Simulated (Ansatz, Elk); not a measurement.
**NaCuS2: X-ray structure factors from the self-consistent density**

Structure refinements treat a crystal as free atoms side by side. For a made-up structure of NaCuS2 (cell and positions from a PBEsol relaxation) the runs below show what the calculated density changes in F(hkl).

Calculated with Elk 11.2.3 (patched build); DFT, PBE, all-electron APW+lo, Dirac cores, scalar-relativistic bands, static density, no spin.

The structure was built from a prototype and need not be the compound's stable phase.

## (1) The structure

The structure is trigonal, space group R-3m (No. 166). The conventional cell has a = 3.480 Å, b = 3.480 Å, c = 19.652 Å, α = 90.00°, β = 90.00°, γ = 120.00°. Cu has 6 S at 2.37 Å nearest. S has 3 Cu at 2.37 Å and 3 Na at 2.84 Å nearest. Nearest to Na lie 6 S at 2.84 Å. Farther neighbours and most contacts between anions are not listed.

## (2) Ground state and structure factors

An all-electron density is needed, since X-rays see the cores too. Task 0 finds the density and task 195 Fourier-transforms it; tshift is off so that phases refer to the origin typed.

The input, elk.in:

```
tasks
  0
  195

xctype
  20

spinpol
  .false.

rgkmax
  7.0

gmaxvr
  14.0

lmaxo
  7

lmaxapw
  8

swidth
  0.002

tshift
  .false.

ramdisk
  .false.

hmaxvr
  5.5

maxscl
  120

epspot
  1e-06

sppath
  './'

avec
  3.28828324609 1.89849121697 12.37911934861
  -3.28828324609 1.89849121697 12.37911934861
  0.00000000000 -3.79698243494 12.37911934846

atoms
  3
  'Cu.in'
  1
  0.0000000000 0.0000000000 0.0000000000   0.000000 0.000000 0.000000
  'S.in'
  2
  0.2691191644 0.2691191644 0.2691191644   0.000000 0.000000 0.000000
  0.7308808356 0.7308808356 0.7308808356   0.000000 0.000000 0.000000
  'Na.in'
  1
  0.5000000000 0.5000000000 0.5000000000   0.000000 0.000000 0.000000

ngridk
  8 8 8
```

Command:

```bash
OMP_NUM_THREADS=4 elk
```

Numbers of over 12 decimals in the logs are rounded to 6 here.

The program printed:

```text
┌─────────────────────────┐
│ Elk code version 11.2.3 │
└─────────────────────────┘

All units are atomic (Hartree, Bohr, etc.)

┌─────────────────────────────────────────────────┐
│ Ground-state run starting from atomic densities │
└─────────────────────────────────────────────────┘

Lattice vectors :
   3.288283246       1.898491217       12.37911935
  -3.288283246       1.898491217       12.37911935
   0.000000000      -3.796982435       12.37911935

Reciprocal lattice vectors :
  0.9553899158      0.5515946251      0.1691877300
 -0.9553899158      0.5515946251      0.1691877300
  0.3275993319E-17  -1.103189250      0.1691877300

Unit cell volume      :    463.6804791
Brillouin zone volume :   0.5349593624

Muffin-tin inner radius fraction :   0.1000000000E-01

Nuclei treated as point charges

Species : 1 (Cu)
 parameters loaded from : Cu.in
 name : copper
 nuclear charge    :   -29.00000000
 electronic charge :    29.00000000
 atomic mass :    115837.2717
 muffin-tin radius :    2.313264842
 number of radial points in muffin-tin :    993
 inner part over the whole radius :   0.9844373163E-02
 number on inner part of muffin-tin    :    700
 approximate nuclear radius :   0.7406004541E-04
 number of mesh points to nuclear radius :    337
 atomic positions (lattice), magnetic fields (Cartesian) :
  1 :   0.00000000  0.00000000  0.00000000    0.00000000  0.00000000  0.00000000

Species : 2 (S)
 parameters loaded from : S.in
 name : sulphur
 nuclear charge    :   -16.00000000
 electronic charge :    16.00000000
 atomic mass :    58450.91931
 muffin-tin radius :    2.120492772
 number of radial points in muffin-tin :    793
 inner part over the whole radius :   0.9810174436E-02
 number on inner part of muffin-tin    :    553
 approximate nuclear radius :   0.6195814986E-04
 number of mesh points to nuclear radius :    251
 atomic positions (lattice), magnetic fields (Cartesian) :
  1 :   0.26911916  0.26911916  0.26911916    0.00000000  0.00000000  0.00000000
  2 :  -0.26911916 -0.26911916 -0.26911916    0.00000000  0.00000000  0.00000000

Species : 3 (Na)
 parameters loaded from : Na.in
 name : sodium
 nuclear charge    :   -11.00000000
 electronic charge :    11.00000000
 atomic mass :    41907.78703
 muffin-tin radius :    2.200000000
 number of radial points in muffin-tin :    793
 inner part over the whole radius :   0.9883648912E-02
 number on inner part of muffin-tin    :    551
 approximate nuclear radius :   0.5574345702E-04
 number of mesh points to nuclear radius :    238
 atomic positions (lattice), magnetic fields (Cartesian) :
  1 :   0.50000000  0.50000000  0.50000000    0.00000000  0.00000000  0.00000000

Total number of atoms per unit cell :    4
Total muffin-tin volume :    176.3324721
 ratio of muffin-tin to unit cell volume :   0.3802887549

Spin treatment :
 spin-unpolarised

Number of Bravais lattice symmetries :   12
Number of crystal symmetries         :   12
Crystal has inversion symmetry
Real symmetric eigensolver will be used

k-point grid :      8     8     8
k-point offset :    0.000000000       0.000000000       0.000000000
k-point set is reduced with full crystal symmetry group
Total number of k-points :       65

Muffin-tin radius times maximum |G+k| :    7.000000000
 using average radius
Maximum |G+k| for APW functions       :    3.198446328
Maximum (1/2)|G+k|²                   :    5.115029457
Maximum |G| for potential and density :    14.00000000
Constant for pseudocharge density :    8
 order of it for each species :   15  15  15
 order of it for pair densities of each species (exact exchange by exxq0 0: 16) :   11   9  10
Radial integration step length :    1

G-vector grid sizes :     60    60    60
Number of G-vectors :    21571

Maximum angular momentum used for
 APW functions            :    8
 outer part of muffin-tin :    7
 inner part of muffin-tin :    2

Total nuclear charge    :   -72.00000000
Total core charge       :    34.00000000
Total valence charge    :    38.00000000
[...]
total energy                :     -2615.8551110129

Density of states at Fermi energy :    173.2400339
 (states/Hartree/unit cell)

Estimated indirect band gap :   0.2132494596E-03
 from k-point 54 to k-point 41
Estimated direct band gap   :   0.3999357419E-02
 at k-point 55

Charges :
 core                        :    34.00000000
 valence                     :    38.00000000
 interstitial                :    5.827798085
 muffin-tins (core leakage)
  species : 1 (Cu)
   atom 1                    :    26.75530076     (  0.2847793764E-03)
  species : 2 (S)
   atom 1                    :    14.67047647     (  0.1177444170E-03)
[...]
species : 3 (Na)
[...]
total in muffin-tins        :    66.17220192
 total calculated charge     :    71.99845832
 total charge                :    72.00000000
 error                       :   0.1541683313E-02

RMS change in Kohn-Sham potential (target) :   0.7933216073     (  0.1000000000E-05)
Absolute change in total energy (target)   :   0.6498740173     (  0.1000000000E-03)

[... loops 3 to 15 left out ...]

┌──────────────────┐
│ Loop number : 16 │
└──────────────────┘

Energies :
 Fermi                       :     0.160121
 sum of occupied eigenvalues :     -1480.0466064778
 electron kinetic            :      2647.8749830246
 core electron kinetic       :      2386.7737419895
 Coulomb                     :     -5130.4620260591
 Coulomb potential           :     -3955.1661313023
 nuclear-nuclear             :     -351.78440148212
 electron-nuclear            :     -5611.6258370923
 Hartree                     :      832.94821251533
 Madelung                    :     -3152.8789604079
 xc potential                :     -172.75545820007
 exchange                    :     -130.24881566143
 correlation                 :     -3.064301
 electron entropic           :    -0.16194372679536E-02
 total energy                :     -2615.9017786701

Density of states at Fermi energy :    124.7294165
 (states/Hartree/unit cell)

Estimated indirect band gap :   0.1085745109E-02
 from k-point 19 to k-point 7
Estimated direct band gap   :   0.5488004248E-02
 at k-point 55

Charges :
 core                        :    34.00000000
 valence                     :    38.00000000
 interstitial                :    5.365007654
 muffin-tins (core leakage)
  species : 1 (Cu)
[...]
species : 2 (S)
[...]
species : 3 (Na)
[...]
total in muffin-tins        :    66.63499235
 total calculated charge     :    71.99843692
 total charge                :    72.00000000
 error                       :   0.1563083337E-02

RMS change in Kohn-Sham potential (target) :   0.2246723765E-06 (  0.1000000000E-05)
Absolute change in total energy (target)   :   0.1102175474E-04 (  0.1000000000E-03)

Convergence targets achieved

┌──────────────────┐
│ Loop number : 17 │
└──────────────────┘

Energies :
 Fermi                       :     0.160121
 sum of occupied eigenvalues :     -1480.0466103100
 electron kinetic            :      2647.8749786217
 core electron kinetic       :      2386.7737403942
 Coulomb                     :     -5130.4620239058
 Coulomb potential           :     -3955.1661319276
 nuclear-nuclear             :     -351.78440148212
 electron-nuclear            :     -5611.6258322165
 Hartree                     :      832.94820979283
 Madelung                    :     -3152.8789579420
 xc potential                :     -172.75545700409
 exchange                    :     -130.24881552563
 correlation                 :     -3.064301
 electron entropic           :    -0.16194373960484E-02
 total energy                :     -2615.9017807880

Density of states at Fermi energy :    124.7294280
 (states/Hartree/unit cell)

Estimated indirect band gap :   0.1085742646E-02
 from k-point 19 to k-point 7
Estimated direct band gap   :   0.5487998785E-02
 at k-point 55

Charges :
 core                        :    34.00000000
 valence                     :    38.00000000
 interstitial                :    5.365007664
 muffin-tins (core leakage)
  species : 1 (Cu)
[...]
species : 2 (S)
   atom 1                    :    14.26161895     (  0.1185828010E-03)
   atom 2                    :    14.26161895     (  0.1185828010E-03)
  species : 3 (Na)
   atom 1                    :    10.07111941     ( -0.9715865446E-07)
 total in muffin-tins        :    66.63499234
 total calculated charge     :    71.99843692
 total charge                :    72.00000000
 error                       :   0.1563083154E-02

┌──────────────────────────────┐
│ Self-consistent loop stopped │
└──────────────────────────────┘

Warning : core states of species 1 leak from the muffin-tin :   0.2517925017E-03

Warning : core states of species 2 leak from the muffin-tin :   0.1185828010E-03

Wrote STATE.OUT
```

It took 30 s on 4 threads of Arm Neoverse V2, shared host; peak memory 0.16 GiB; 88 s of CPU time.

SFACRHO.OUT:

```text

h k l indices transformed by vhmat matrix:
   1.000000000       0.000000000       0.000000000    
   0.000000000       1.000000000       0.000000000    
   0.000000000       0.000000000       1.000000000    

      h      k      l  multipl.   |H|            Re(F)            Im(F)           |F|

      0      0      0      1   0.0000000       71.999999     -0.19327393E-16   71.999999    
     -1     -1     -1      2  0.50756319       28.101376      0.14100618E-13   28.101376    
      2      2      2      2   1.0151264       14.957291      0.35545472E-13   14.957291    
      1      0      0      6   1.1160874       12.796675     -0.28923605E-14   12.796675    
      0      1      1      6   1.1539170       9.5757954      0.14198311E-13   9.5757954    
      1      1      2      6   1.2942250       51.941783     -0.69423593E-14   51.941783    
     -1     -2     -2      6   1.3901938       2.3562755     -0.84097533E-14   2.3562755    
      3      3      3      2   1.5226896      -4.0552854      0.11347473E-13   4.0552854    
     -3     -2     -2      6   1.6185260       28.858673      0.65876222E-14   28.858673    
     -3     -3     -2      6   1.7461368       39.288248     -0.90681383E-14   39.288248    
      0      1     -1      6   1.9107798       45.529903     -0.97083398E-15   45.529903    
      0      2      1     12   1.9770432       19.152639     -0.94783699E-14   19.152639    
      3      4      3      6   2.0197711       19.883103      0.47785852E-14   19.883103    
      4      4      4      2   2.0302528       28.335203      0.34175015E-13   28.335203    
      4      4      3      6   2.1634670       28.985630     -0.15075722E-13   28.985630    
      2      1      3     12   2.1636916       12.222573      0.65105246E-14   12.222573    
     -1     -1      1      6   2.2128558       10.003049     -0.84820549E-15   10.003049    
      0     -2      0      6   2.2321747       8.1638352     -0.94941200E-14   8.1638352
```

Elk indexes on the primitive cell of elk.in and gives |H| = 4π sin θ/λ in inverse bohr. Below, one row stands for each form hkl of the conventional cell (m members, Friedel mates merged), F is for one primitive cell and the density is static (no thermal factor). Free-atom factors are Waasmaier and Kirfel's, and R is Σm||F|−|F'||/Σm|F|.

```tsv
hkl	m	sin θ/λ (Å⁻¹)	abs F, DFT	neutral atoms	diff.
003	2	0.076	28.101	28.141	-0.040
006	2	0.153	14.957	15.472	-0.514
101	6	0.168	12.797	13.053	-0.257
012	6	0.173	9.576	10.177	-0.601
104	6	0.195	51.942	52.111	-0.169
015	6	0.209	2.356	2.703	-0.347
009	2	0.229	4.055	3.790	+0.265
107	6	0.243	28.859	29.223	-0.365
018	6	0.263	39.288	39.757	-0.469
110	6	0.287	45.530	45.880	-0.350
113	12	0.297	19.153	19.453	-0.301
1 0 10	6	0.304	19.883	20.080	-0.197
0 0 12	2	0.305	28.335	28.797	-0.462
0 1 11	6	0.325	28.986	29.288	-0.303
116	12	0.325	12.223	12.444	-0.222
021	6	0.333	10.003	10.261	-0.258
202	6	0.336	8.164	8.375	-0.212
024	6	0.347	39.068	39.336	-0.268
205	6	0.355	2.478	2.475	+0.003
119	12	0.367	2.829	2.800	+0.030
1 0 13	6	0.370	4.715	4.716	-0.000
027	6	0.377	23.381	23.517	-0.136
```

## (3) The highest occupied states alone

An energy window below the Fermi level keeps the highest occupied states, to see at which angles they scatter; shallow core shells can lie inside it and anion s states outside. No new self-consistency is needed.

Changes to elk.in since step 2:

```diff
@@ -1,3 +1,2 @@
 tasks
-  0
   195
@@ -40,2 +39,5 @@
 
+wsfac
+  -0.280870 0.460120
+
 sppath
```

Command:

```bash
OMP_NUM_THREADS=4 elk
```

The program printed:

```text
┌─────────────────────────────────┐
│ Elk code version 11.2.3 started │
└─────────────────────────────────┘

Info(readinput): the functional depends on the density's gradient
 muffin-tin radial points multiplied by    2.00000
 (not where nrmtscf is given)

┌────────────────────┐
│ Current task : 195 │
└────────────────────┘
Info(checkmt): changed muffin-tin radius of species 1 (Cu) from   2.4000 to   2.3133
Info(checkmt): changed muffin-tin radius of species 2 (S) from   2.2000 to   2.1205

Info(sfacrho): density structure factors written to SFACRHO.OUT

 Energy window :  -0.2808700000      0.4601200000

┌──────────────────┐
│ Elk code stopped │
└──────────────────┘
```

Wall time 6.2 s (4 threads); peak memory 0.18 GiB.

States within 12 eV below the Fermi level hold 20.87 electrons; any levels below the window count with the cores, and a count that is not whole means the window cuts a band. Their amplitudes can exceed the total, where window and core parts have opposite phase:

```tsv
hkl	sin θ/λ (Å⁻¹)	abs F, window	abs F, all
003	0.076	11.931	28.101
006	0.153	4.439	14.957
101	0.168	7.100	12.797
012	0.173	3.852	9.576
104	0.195	9.279	51.942
015	0.209	5.342	2.356
009	0.229	4.771	4.055
107	0.243	6.527	28.859
018	0.263	5.792	39.288
110	0.287	5.346	45.530
```

## (4) Another functional

The difference from free atoms is small, so it is set against the change that LDA (Perdew-Wang) makes.

Changes to elk.in since step 3:

```diff
@@ -1,2 +1,3 @@
 tasks
+  0
   195
@@ -4,3 +5,3 @@
 xctype
-  20
+  3
 
@@ -39,5 +40,2 @@
 
-wsfac
-  -0.280870 0.460120
-
 sppath
```

Command:

```bash
OMP_NUM_THREADS=4 elk
```

The program printed:

```text
┌─────────────────────────┐
│ Elk code version 11.2.3 │
└─────────────────────────┘

All units are atomic (Hartree, Bohr, etc.)

┌─────────────────────────────────────────────────┐
│ Ground-state run starting from atomic densities │
└─────────────────────────────────────────────────┘

Lattice vectors :
   3.288283246       1.898491217       12.37911935
  -3.288283246       1.898491217       12.37911935
   0.000000000      -3.796982435       12.37911935

Reciprocal lattice vectors :
  0.9553899158      0.5515946251      0.1691877300
[...]
atom 2                    :    14.23347767     (  0.1127973607E-03)
  species : 3 (Na)
   atom 1                    :    10.07674080     ( -0.1555072430E-05)
 total in muffin-tins        :    66.61567117
 total calculated charge     :    71.99845418
 total charge                :    72.00000000
 error                       :   0.1545815996E-02

┌──────────────────────────────┐
│ Self-consistent loop stopped │
└──────────────────────────────┘

Warning : core states of species 1 leak from the muffin-tin :   0.2614007702E-03

Warning : core states of species 2 leak from the muffin-tin :   0.1127973607E-03

Wrote STATE.OUT
[key lines of the parts left out:]
total energy                :     -2610.2511392947
```

It took 19 s on 4 threads; peak memory 0.18 GiB; 56 s of CPU time.

Against the first run R = 0.13 %; the largest change is -0.044 at 202.

## (5) A coarser k-mesh

About half the k-points along each axis test the sampling.

Changes to elk.in since step 4:

```diff
@@ -5,3 +5,3 @@
 xctype
-  3
+  20
 
@@ -62,2 +62,2 @@
 ngridk
-  8 8 8
+  4 4 4
```

Command:

```bash
OMP_NUM_THREADS=4 elk
```

The program printed:

```text
┌─────────────────────────┐
│ Elk code version 11.2.3 │
└─────────────────────────┘

All units are atomic (Hartree, Bohr, etc.)

┌─────────────────────────────────────────────────┐
│ Ground-state run starting from atomic densities │
└─────────────────────────────────────────────────┘

Lattice vectors :
   3.288283246       1.898491217       12.37911935
  -3.288283246       1.898491217       12.37911935
   0.000000000      -3.796982435       12.37911935

Reciprocal lattice vectors :
  0.9553899158      0.5515946251      0.1691877300
[...]
atom 2                    :    14.25771322     (  0.1185042205E-03)
  species : 3 (Na)
   atom 1                    :    10.07222157     ( -0.9715865845E-07)
 total in muffin-tins        :    66.63022608
 total calculated charge     :    71.99843141
 total charge                :    72.00000000
 error                       :   0.1568585632E-02

┌──────────────────────────────┐
│ Self-consistent loop stopped │
└──────────────────────────────┘

Warning : core states of species 1 leak from the muffin-tin :   0.2518911691E-03

Warning : core states of species 2 leak from the muffin-tin :   0.1185042205E-03

Wrote STATE.OUT
[key lines of the parts left out:]
total energy                :     -2615.9095903950
```

Wall time 16 s (4 threads); peak memory 0.18 GiB; 30 s of CPU time.

Against the first run R = 0.01 %; the largest change is +0.012 at 012.

## (6) Basis size

The basis and the expansions that go with it are enlarged, to see whether the differences are converged.

Changes to elk.in since step 5:

```diff
@@ -11,12 +11,12 @@
 rgkmax
-  7.0
+  8.5
 
 gmaxvr
-  14.0
+  18.0
 
 lmaxo
-  7
+  9
 
 lmaxapw
-  8
+  10
 
@@ -62,2 +62,2 @@
 ngridk
-  4 4 4
+  8 8 8
```

Command:

```bash
OMP_NUM_THREADS=4 elk
```

The program printed:

```text
┌─────────────────────────┐
│ Elk code version 11.2.3 │
└─────────────────────────┘

All units are atomic (Hartree, Bohr, etc.)

┌─────────────────────────────────────────────────┐
│ Ground-state run starting from atomic densities │
└─────────────────────────────────────────────────┘

Lattice vectors :
   3.288283246       1.898491217       12.37911935
  -3.288283246       1.898491217       12.37911935
   0.000000000      -3.796982435       12.37911935

Reciprocal lattice vectors :
  0.9553899158      0.5515946251      0.1691877300
[...]
atom 2                    :    14.26478546     (  0.1186744704E-03)
  species : 3 (Na)
   atom 1                    :    10.07180149     ( -0.9715865534E-07)
 total in muffin-tins        :    66.64787595
 total calculated charge     :    71.99943940
 total charge                :    72.00000000
 error                       :   0.5605950933E-03

┌──────────────────────────────┐
│ Self-consistent loop stopped │
└──────────────────────────────┘

Warning : core states of species 1 leak from the muffin-tin :   0.2517067953E-03

Warning : core states of species 2 leak from the muffin-tin :   0.1186744704E-03

Wrote STATE.OUT
[key lines of the parts left out:]
total energy                :     -2615.9081087415
```

Elapsed: 70 s, on 4 threads; peak memory 0.29 GiB.

Against the first run R = 0.01 %; the largest change is -0.006 at 0 0 18.

## (7) Settings against the effect

```tsv
run	R against the first run (%)	R against neutral atoms, low angle (%)	wall time
PBE, rgkmax 7	0.00	1.40	30 s
LDA (Perdew-Wang)	0.13	1.39	19 s
k-mesh 4×4×4	0.01	1.40	16 s
rgkmax 8.5 with larger expansions	0.01	1.39	70 s
```

## (8) Outcome

| Property | Result |
| --- | --- |
| R against neutral atoms, sin θ/λ < 0.3 Å⁻¹ | 1.40 % |
| R against neutral atoms, 0.3 to 0.82 Å⁻¹ | 0.50 % |

**Reading.** Independent neutral atoms miss the calculated amplitudes by R = 1.40 % below 0.3 Å⁻¹ and 0.50 % from there to 0.82 Å⁻¹; by shells, 0.14 % below 0.15 Å⁻¹ (1 form), 1.45 % 0.15 to 0.3 (10 forms), 0.66 % 0.3 to 0.45 (20 forms), 0.47 % above 0.45 (118 forms). Bonding, aspherical density and the tables' own atoms all enter these figures, and the runs don't part them. The largest change of an amplitude is -0.60 electrons, at 012. The window's part falls from 20.9 electrons at the origin to at most 2.61 between 0.45 and 0.82 Å⁻¹, where compact states inside the window still scatter. Below 0.3 Å⁻¹ the changes that finished (LDA (Perdew-Wang), k-mesh 4×4×4 and rgkmax 8.5 with larger expansions) move F by R = 0.07 % at most, against the 1.40 % that separates it from free atoms. These runs have no spin, though d or f shells may be open. Part of the difference isn't bonding: the tables are fits to free atoms and ions calculated by other methods than this functional. Thermal motion, anomalous dispersion and extinction are left out.

[Logs are printed without paths, hosts, clocks, repeated set-up lines and the standing remarks that a program may print on its own settings, such as how far it seeks lower states.]

[Hosts, paths, dates, database ids (printed as entryN), source tags and the programs' standing remarks are cut or masked in the printed files.]
